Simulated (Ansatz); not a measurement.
# How fast states decay through KLaCl4

A new crystal, KLaCl4: structure, gap and complex bands. It is built by putting Cl for F in the KLaF4 structure of space group P4/mmm, with the volume rescaled by atomic radii. The parent structure comes from the Materials Project.

Main program and level: Ansatz 0.2.0; PBE DFT, plane waves, PAW files, in the first sound run; inputs show where later runs differ.

This is a report of a sequence of runs, with most program output left out.

The structure was built from a prototype and need not be the compound's stable phase.

**1. Starting point**

The structure is tetragonal, space group P4/mmm (No. 123). Conventional cell: a = 4.546 Å, b = 4.546 Å, c = 6.868 Å, α = 90.00°, β = 90.00°, γ = 90.00°. Nearest to K lie 8 Cl at 2.99 Å. La has 8 Cl at 2.72 Å nearest. Nearest to Cl lie 2 La at 2.72 Å and 2 K at 2.99 Å. It derives from KLaF4. Cl for F in the KLaF4 structure of space group P4/mmm. Farther neighbours and most contacts between anions are not listed.

**2. Relaxing the new crystal**

The substituted atoms don't fit the parent's cell, so cell and atoms relax together. A small smearing keeps the run stable in case the gap closes on the way.

input.yaml

```yaml
crystal:
  lattice:
    - [4.5464157333, 0.0, 0.0]
    - [0.0, 4.5464157333, 0.0]
    - [0.0, 0.0, 6.868015314]
  atoms:
    - { symbol: K, position: [0.0, 0.0, 0.0] }
    - { symbol: La, position: [0.5, 0.5, 0.5] }
    - { symbol: Cl, position: [0.5, 0.0, 0.71639365] }
    - { symbol: Cl, position: [0.0, 0.5, 0.28360635] }
    - { symbol: Cl, position: [0.5, 0.0, 0.28360635] }
    - { symbol: Cl, position: [0.0, 0.5, 0.71639365] }
kpoints:
  mp_grid: { grid: [6, 6, 4] }
scf:
  occupations: { method: gaussian, width: 0.03 }
hamiltonian:
  xc: pbe
output:
  forces: true
  stress: true
relax:
  f_tol: 0.02
  max_steps: 60
  cell: {}
```

Launch:

```
$ ansatz run input.yaml --threads 2 --pin off --max-ram 4096MiB --backend cpu --events-out ev --progress --plain --runs-dir out
```

It took 29 s on 2 threads of Arm Neoverse V2, shared host; peak memory 0.51 GiB.

Step by step:

| step | energy less that of the first step (eV) | largest force component (eV/Å) | pressure (GPa) | volume (Å³) |
| --- | --- | --- | --- | --- |
| 1 | 0.0000 | 1.4869 | 14.79 | 141.96 |
| 2 | -1.3121 | 0.2864 | 2.60 | 163.33 |
| 3 | -1.4685 | 0.1556 | 0.23 | 179.55 |
| 4 | -1.4766 | 0.0247 | 0.09 | 178.74 |
| 5 | -1.4769 | 0.0015 | 0.02 | 178.88 |
| 6* | -1.4810 | 0.0014 | 0.07 | 178.88 |
| 7 | -1.4811 | 0.0007 | 0.01 | 179.23 |
| 8* | -1.4811 | 0.0007 | 0.01 | 179.23 |

Relaxation steps marked * repeat the geometry before them on a plane-wave basis chosen anew for their cell, so energy and pressure can jump there.

Forces are held to the 16 operations that the run works with; a distortion that breaks them can't arise in this run.

| conventional cell, symmetrised | before | after | change |
| --- | --- | --- | --- |
| a (Å) | 4.546 | 4.895 | +7.7 % |
| b (Å) | 4.546 | 4.895 | +7.7 % |
| c (Å) | 6.868 | 7.479 | +8.9 % |
| volume (Å³/atom) | 23.66 | 29.87 | +26.3 % |

The atoms that moved most (Å, as changes of fractional coordinates times the final cell):

| atom | dx | dy | dz | length |
| --- | --- | --- | --- | --- |
| Cl3 | 0.000 | 0.000 | 0.035 | 0.035 |
| Cl6 | 0.000 | 0.000 | 0.035 | 0.035 |
| Cl5 | 0.000 | 0.000 | -0.035 | 0.035 |
| Cl4 | 0.000 | 0.000 | -0.035 | 0.035 |

The relaxed structure:

```cif
data_structure
_symmetry_space_group_name_H-M 'P 1'
_symmetry_Int_Tables_number 1
_cell_length_a 4.8953
_cell_length_b 4.8953
_cell_length_c 7.4794
_cell_angle_alpha 90.000
_cell_angle_beta 90.000
_cell_angle_gamma 90.000
_cell_volume 179.23
loop_
_atom_site_label
_atom_site_type_symbol
_atom_site_fract_x
_atom_site_fract_y
_atom_site_fract_z
_atom_site_occupancy
K1 K 0.00000 0.00000 0.00000 1
La2 La 0.50000 0.50000 0.50000 1
Cl3 Cl 0.50000 0.00000 0.72101 1
Cl4 Cl 0.00000 0.50000 0.27899 1
Cl5 Cl 0.50000 0.00000 0.27899 1
Cl6 Cl 0.00000 0.50000 0.72101 1
```

Numbers from this step:

```yaml
free_energy: -12119.4991 eV
fermi_energy: 4.573 eV
pressure: 0.01189 GPa
```

The largest force component on a free atom ends at 6.9e-4 eV/Å.

**3. The bulk crystal and its band edges**

The energy window and the wavevectors of the next steps follow from the band edges, so these are searched first, off the mesh as well.

input.yaml

```yaml
crystal:
  lattice:
    - [4.8952592311, 0.0, 0.0]
    - [0.0, 4.8952592311, 0.0]
    - [0.0, 0.0, 7.4794411645]
  atoms:
    - { symbol: K, position: [0.0, 0.0, 0.0] }
    - { symbol: La, position: [0.5, 0.5, 0.5] }
    - { symbol: Cl, position: [0.5, 0.0, 0.7210083144] }
    - { symbol: Cl, position: [0.0, 0.5, 0.2789916856] }
    - { symbol: Cl, position: [0.5, 0.0, 0.2789916856] }
    - { symbol: Cl, position: [0.0, 0.5, 0.7210083144] }
kpoints:
  mp_grid: { grid: [6, 6, 4] }
  band_path: { path: [VBM, CBM], npoints: 30 }
scf:
  occupations: { method: fixed }
hamiltonian:
  xc: pbe
output:
  eigenvalues: true
  write_potential: true
  write_density: true
  volumetric_format: npy
  elf: true
```

Wall time 16 s (2 threads); peak memory 0.47 GiB; 32 s of CPU time.

This step gave:

```
free energy         : -12119.4992 eV
Fermi energy        : 2.921 eV
gap on the k-mesh   : 3.304 eV
gap on path         : 3.304 eV, by band count; negative where bands overlap
direct gap on path  : 3.328 eV
edge places on path : 0, 0.4200 1/A along the path
```

The electronic bands at the labelled points (eV, zero at the Fermi level (highest filled level under fixed occupations); v1 is the highest filled band, c1 the lowest empty one):

| point | v4 | v3 | v2 | v1 | c1 | c2 | c3 | c4 |
| --- | --- | --- | --- | --- | --- | --- | --- | --- |
| VBM | -0.95 | -0.79 | -0.21 | 0.00 | 3.33 | 3.33 | 3.33 | 3.42 |
| halfway | -1.06 | -0.80 | -0.20 | -0.02 | 3.32 | 3.33 | 3.33 | 3.42 |
| CBM | -1.19 | -0.81 | -0.17 | -0.05 | 3.30 | 3.33 | 3.33 | 3.42 |

Valence density in the ac plane at fractional y = 0.000, with atoms of K and Cl within 0.2 Å of it. It is the smooth field of the valence electrons, not physical close to the nuclei.

Ten even steps from '_' (0.0 e/Å³) to '@' (4.2 e/Å³), each cell a mean:
```
@@##::________________..==%%
++--..__________________..==
..________________________..
__________..::::::..________
________..--------::________
________..--::__--::________
________..--------::________
__________..::--::..________
____________....____________
____________________________
____________________________
____________________________
__________..::::..__________
__________::------..________
________..--::..--::________
________..----::--::________
__________::------..________
____________......__________
--..____________________..::
##++..__________________--**
@@%%--________________..++@@
```
Columns run along a (4.9 Å), rows up along c (7.5 Å). Atoms in or near the plane, at fractional coordinates: K at (0.00, 0.00), Cl at (0.50, 0.72), Cl at (0.50, 0.28).

ELF in the ac plane at fractional y = 0.000, with atoms of K and Cl within 0.2 Å of it. It is the smooth field of the valence electrons, not physical close to the nuclei.

Ten even steps from '_' (0.00) to '@' (0.88), each cell a mean:
```
%%@@@@==______..____..##@@@@
@@@@##..__--++**++..__==%%@@
##**::__--##@@@@%%**..__==##
::..__::##@@@@@@@@@@++..__..
____..**@@@@%%%%@@@@%%--____
____::##@@@@++--%%@@@@++____
____::**@@@@##**%%@@%%==____
____..++%%@@@@@@@@@@##--____
______::++##%%%%%%**==..____
________..::----::::..______
____________......__________
______..--++******==::..____
____..==##@@@@@@@@%%**::____
____::**@@@@%%%%@@@@%%==____
____::##@@@@**==%%@@%%++..__
____..**@@@@##++%%@@%%==____
______==%%@@@@@@@@@@##::____
++--__..++@@@@@@@@%%--__..==
@@%%++__..++##%%##--__::##@@
@@@@%%--__..::--::__..**@@@@
**@@@@++____________::%%@@%%
```
Columns run along a (4.9 Å), rows up along c (7.5 Å). Atoms in or near the plane, at fractional coordinates: K at (0.00, 0.00), Cl at (0.50, 0.72), Cl at (0.50, 0.28).

Electrostatic potential energy in the ac plane at fractional y = 0.000, with atoms of K and Cl within 0.2 Å of it. With pseudopotentials it is smooth inside the atoms' cores, unlike the true potential.

Ten even steps from '0' (-45 eV) to '9' (9 eV), each cell a mean:
```
02589999999740
35799999999864
78999999999987
99999855689999
99998410279999
99998200059999
99998400169999
99999744689999
99999988999999
99999999999999
99999999999999
99999999999999
99999876799999
99999521379999
99998300059999
99998300169999
99999632489999
88999987899998
56899999999876
13689999999852
01589999999730
```
Columns run along a (4.9 Å; values clipped at the 3rd and 97th percentile), rows up along c (7.5 Å). Atoms in or near the plane, at fractional coordinates: K at (0.00, 0.00), Cl at (0.50, 0.72), Cl at (0.50, 0.28).

The searched edges give 3.30 eV, as on the mesh.

**4. Decaying states in the gap**

This step: PBE DFT, plane waves, PAW files; complex bands by layer matching along the plane's normal (Ansatz 0.2.0).

The same crystal is laid in a cell whose first two vectors span the (100) plane (indices of the standard conventional cell, whose axes can be ordered otherwise than in the bulk input). At fixed energy and wavevector in the plane the solver finds all kz, real and complex. A few wavevectors are listed, (0, 0) and (-0.5, -0.5) in units of the plane's reciprocal vectors; the slowest state needn't be among them.

input.yaml

```yaml
crystal:
  lattice:
    - [4.895259231, 0.0, 0.0]
    - [0.0, 7.479441164, 0.0]
    - [0.0, 0.0, 4.895259231]
  atoms:
    - { symbol: K, position: [0.0, 0.0, 0.0] }
    - { symbol: La, position: [0.5, 0.5, 0.5] }
    - { symbol: Cl, position: [0.0, 0.7210083144, 0.5] }
    - { symbol: Cl, position: [0.5, 0.2789916856, 0.0] }
    - { symbol: Cl, position: [0.0, 0.2789916856, 0.5] }
    - { symbol: Cl, position: [0.5, 0.7210083144, 0.0] }
kpoints:
  mp_grid: { grid: [6, 4, 6] }
scf:
  occupations: { method: fixed }
hamiltonian:
  xc: pbe
output:
  eigenvalues: true
  transmission:
    leads: [[0, 0]]
    kpoints: [[0.0, 0.0], [-0.5, -0.5]]
    e_range: [-1.0, 4.3]
    de: 0.11
```

Elapsed: 85 s, on 2 threads; peak memory 1.3 GiB; 2.8 min of CPU time.

Numbers from this step:

* level to which the leads are filled: 1.652 eV from the Fermi level
* decay constant at the filling level, zone centre: 0.4090 Å⁻¹
* decay constant at the filling level, slowest listed point: 0.409 Å⁻¹

K parallel (0, 0); values up to 1.5 1/Å, a degenerate pair printed once or twice; energies at which all values exceed this have no row. Table of Im kz of the slowest decaying states by energy, zero at the highest filled level on the SCF mesh:

| energy (eV) | decay 1 (Å⁻¹) | decay 2 (Å⁻¹) | decay 3 (Å⁻¹) | decay 4 (Å⁻¹) |
| --- | --- | --- | --- | --- |
| -1.00 | 0.406 | 0.420 | 0.508 | 0.598 |
| -0.78 | 0.239 | 0.523 | 0.609 | 0.728 |
| -0.45 | 0.170 | 0.196 | 0.214 | 0.249 |
| -0.23 | 0.241 | 0.302 | 0.305 | 0.388 |
| -0.01 | 0.287 | 0.358 | 0.373 | 0.470 |
| 0.10 | 0.305 | 0.380 | 0.399 | 0.502 |
| 0.32 | 0.334 | 0.414 | 0.442 | 0.540 |
| 0.54 | 0.356 | 0.440 | 0.475 | 0.537 |
| 0.87 | 0.381 | 0.468 | 0.513 | 0.531 |
| 1.09 | 0.392 | 0.480 | 0.525 | 0.531 |
| 1.42 | 0.404 | 0.493 | 0.513 | 0.551 |
| 1.64 | 0.409 | 0.497 | 0.504 | 0.559 |
| 1.86 | 0.412 | 0.494 | 0.499 | 0.563 |
| 2.19 | 0.413 | 0.476 | 0.499 | 0.559 |
| 2.41 | 0.413 | 0.462 | 0.496 | 0.549 |
| 2.74 | 0.414 | 0.440 | 0.494 | 0.515 |
| 2.96 | 0.419 | 0.426 | 0.466 | 0.500 |
| 3.18 | 0.353 | 0.430 | 0.431 | 0.478 |
| 3.51 | 0.0727 | 0.186 | 0.227 | 0.259 |
| 3.73 | 0.178 | 0.265 | 0.284 | 0.401 |
| 4.06 | 0.0364 | 0.158 | 0.222 | 0.355 |
| 4.28 | 0.0804 | 0.318 | 0.610 | 0.623 |

K parallel (-0.5, -0.5); values up to 1.5 1/Å, a degenerate pair printed once or twice; energies at which all values exceed this have no row. Im kz of the slowest decaying states against energy, zero at the highest filled level on the SCF mesh:

| energy (eV) | decay 1 (Å⁻¹) | decay 2 (Å⁻¹) | decay 3 (Å⁻¹) | decay 4 (Å⁻¹) |
| --- | --- | --- | --- | --- |
| -1.00 | 0.238 | 0.385 | 0.955 | 1.14 |
| -0.78 | 0.0727 | 0.328 | 0.373 | 0.501 |
| -0.45 | 0.242 | 0.419 | 0.593 | 0.600 |
| -0.23 | 0.296 | 0.466 | 0.632 | 0.726 |
| -0.01 | 0.102 | 0.188 | 0.335 | 0.507 |
| 0.10 | 0.199 | 0.242 | 0.351 | 0.526 |
| 0.32 | 0.307 | 0.322 | 0.379 | 0.561 |
| 0.54 | 0.381 | 0.382 | 0.402 | 0.593 |
| 0.87 | 0.430 | 0.453 | 0.465 | 0.631 |
| 1.09 | 0.446 | 0.493 | 0.510 | 0.650 |
| 1.42 | 0.467 | 0.546 | 0.571 | 0.667 |
| 1.64 | 0.482 | 0.577 | 0.612 | 0.673 |
| 1.86 | 0.498 | 0.607 | 0.666 | 0.671 |
| 2.19 | 0.544 | 0.643 | 0.646 | 0.647 |
| 2.41 | 0.567 | 0.633 | 0.659 | 0.668 |
| 2.74 | 0.524 | 0.632 | 0.638 | 0.669 |
| 2.96 | 0.490 | 0.592 | 0.630 | 0.653 |
| 3.18 | 0.440 | 0.506 | 0.536 | 0.600 |
| 3.51 | 0.0947 | 0.289 | 0.311 | 0.337 |
| 3.73 | 0.0904 | 0.232 | 0.342 | 0.434 |
| 4.06 | 0.190 | 0.266 | 0.320 | 0.451 |
| 4.28 | 0.276 | 0.277 | 0.437 | 0.526 |

At the listed wavevectors the last open channel is at -0.12 eV and the next at +3.40 eV on the grid. At +1.64 eV, the grid energy nearest the filling level (the middle of the gap on the SCF mesh), the slowest state at the listed wavevectors decays with κ = 0.409 Å⁻¹, its amplitude falling by e over 2.4 Å. Through 1 nm of this crystal that state's transmission falls by exp(−2 × 0.409 Å⁻¹ × 10 Å) = 2.8e-4.

**5. Decay over the two-dimensional zone**

The listed points could miss the slowest state, so one energy near mid-gap is solved on a mesh of 8×4.

input.yaml, as its differences from that of step 4:

```diff
@@ -20,6 +20,2 @@
   eigenvalues: true
-  transmission:
-    leads: [[0, 0]]
-    kpoints: [[0.0, 0.0], [-0.5, -0.5]]
-    e_range: [-1.0, 4.3]
-    de: 0.11
+  transmission: { leads: [[0, 0]], kmesh: [8, 4], e_range: [1.65, 1.66], de: 0.05 }
```

Wall time 72 s (2 threads); peak memory 1.2 GiB; 2.4 min of CPU time.

Numbers from this step:

```
least decay constant on the mesh : 0.4091 Å⁻¹
```

Slowest decay constant (1/Å; 0 where a channel is open) over k1 and k2. At 1.6500 eV from the Fermi level.

Ten even steps from '0' (0.409) to '9' (0.523):
```
57961697
46950596
57961697
67972797
```
Columns: k1 (b1) from -0.5 to 0.375; rows upwards: k2 (b2) from -0.5 to 0.25.

The least value on the mesh is 0.409 Å⁻¹ at +1.65 eV. At that energy the listed points give about 0.409 Å⁻¹ by interpolation, so the mesh holds no clearly slower state.

**6. Band edges at another level, cutoff 930 eV**

This step: PBE DFT, plane waves, JTH PAW files (Ansatz 0.2.0).

The edges again with JTH files, at the same atoms. Against that run the cutoff is 930 eV against 420.

input.yaml

```yaml
crystal:
  lattice:
    - [4.8952592311, 0.0, 0.0]
    - [0.0, 4.8952592311, 0.0]
    - [0.0, 0.0, 7.4794411645]
  atoms:
    - { symbol: K, position: [0.0, 0.0, 0.0] }
    - { symbol: La, position: [0.5, 0.5, 0.5] }
    - { symbol: Cl, position: [0.5, 0.0, 0.7210083144] }
    - { symbol: Cl, position: [0.0, 0.5, 0.2789916856] }
    - { symbol: Cl, position: [0.5, 0.0, 0.2789916856] }
    - { symbol: Cl, position: [0.0, 0.5, 0.7210083144] }
kpoints:
  mp_grid: { grid: [6, 6, 4] }
  band_path: { path: [VBM, CBM], npoints: 30 }
scf:
  occupations: { method: fixed }
hamiltonian:
  xc: pbe
  pseudopotentials: { kind: paw, source: jth }
output:
  eigenvalues: true
```

Wall time 63 s (2 threads); peak memory 0.83 GiB; 2.1 min of CPU time.

Numbers from this step:

```yaml
free_energy: -12102.9926 eV
fermi_energy: 3.011 eV
gap_on_the_k_mesh: 3.382 eV
gap_on_path: 3.382 eV, by band count; negative where bands overlap
direct_gap_on_path: 3.407 eV
```

The electronic bands at the labelled points (eV, zero at the Fermi level (highest filled level under fixed occupations); v1 is the highest filled band, c1 the lowest empty one):

| point | v4 | v3 | v2 | v1 | c1 | c2 | c3 | c4 |
| --- | --- | --- | --- | --- | --- | --- | --- | --- |
| VBM | -0.95 | -0.78 | -0.21 | 0.00 | 3.41 | 3.41 | 3.41 | 3.50 |
| halfway | -1.06 | -0.79 | -0.19 | -0.02 | 3.40 | 3.41 | 3.41 | 3.50 |
| CBM | -1.19 | -0.80 | -0.17 | -0.05 | 3.38 | 3.41 | 3.41 | 3.50 |

The searched edges give 3.38 eV, as on the mesh.

For the gap on path, step 3 gave 3.30 eV; this run, with PBE JTH and cutoff 930 eV, gives 3.38 eV.

**7. Complex bands at another level**

This step: PBE DFT, plane waves, JTH PAW files; complex bands by layer matching along the plane's normal (Ansatz 0.2.0).

The complex bands at that level, over its own gap, at (0, 0) and (-0.5, -0.5).

input.yaml

```yaml
crystal:
  lattice:
    - [4.895259231, 0.0, 0.0]
    - [0.0, 7.479441164, 0.0]
    - [0.0, 0.0, 4.895259231]
  atoms:
    - { symbol: K, position: [0.0, 0.0, 0.0] }
    - { symbol: La, position: [0.5, 0.5, 0.5] }
    - { symbol: Cl, position: [0.0, 0.7210083144, 0.5] }
    - { symbol: Cl, position: [0.5, 0.2789916856, 0.0] }
    - { symbol: Cl, position: [0.0, 0.2789916856, 0.5] }
    - { symbol: Cl, position: [0.5, 0.7210083144, 0.0] }
kpoints:
  mp_grid: { grid: [6, 4, 6] }
scf:
  occupations: { method: fixed }
hamiltonian:
  xc: pbe
  pseudopotentials: { kind: paw, source: jth }
output:
  eigenvalues: true
  transmission:
    leads: [[0, 0]]
    kpoints: [[0.0, 0.0], [-0.5, -0.5]]
    e_range: [-1.0, 4.38]
    de: 0.11
```

Elapsed: 0.22 s, on 2 threads; peak memory 0.18 GiB.

The input was rejected at the start.

The program's message: “Error: memory limit exceeded: the `transmission` phase of `transmission` needs 4.06 GiB against the run's memory maximum of 4.00 GiB; largest carriers: transmission 3.67 GiB, unmodelled-tail allowance …”

**8. Outcome**

```json
{
  "band gap": "3.30 eV",
  "least decay constant at mid-gap, normal to (100)": "0.409 Å⁻¹",
  "least decay constant on a mesh, normal to (100)": "0.409 Å⁻¹"
}
```

**Reading.** With PBE, the slowest decay at the wavevectors tried is κ = 0.409 Å⁻¹, normal to (100). Through such a film the transmission near mid-gap falls as exp(−2κd), a factor of ten every 2.8 Å. A free electron under a barrier of half the gap would need a mass of 0.39 mₑ to decay at this rate. The compound is made up by substitution; its stability against other phases and against distortions of the cell's symmetry was not tested. A semilocal functional narrows gaps, so real decay constants are likely larger.

[Logs are printed without paths, hosts, clocks, repeated set-up lines and the standing remarks that a program may print on its own settings, such as how far it seeks lower states.]

[Hosts, paths, dates, database ids (printed as entryN), source tags and the programs' standing remarks are cut or masked in the printed files.]
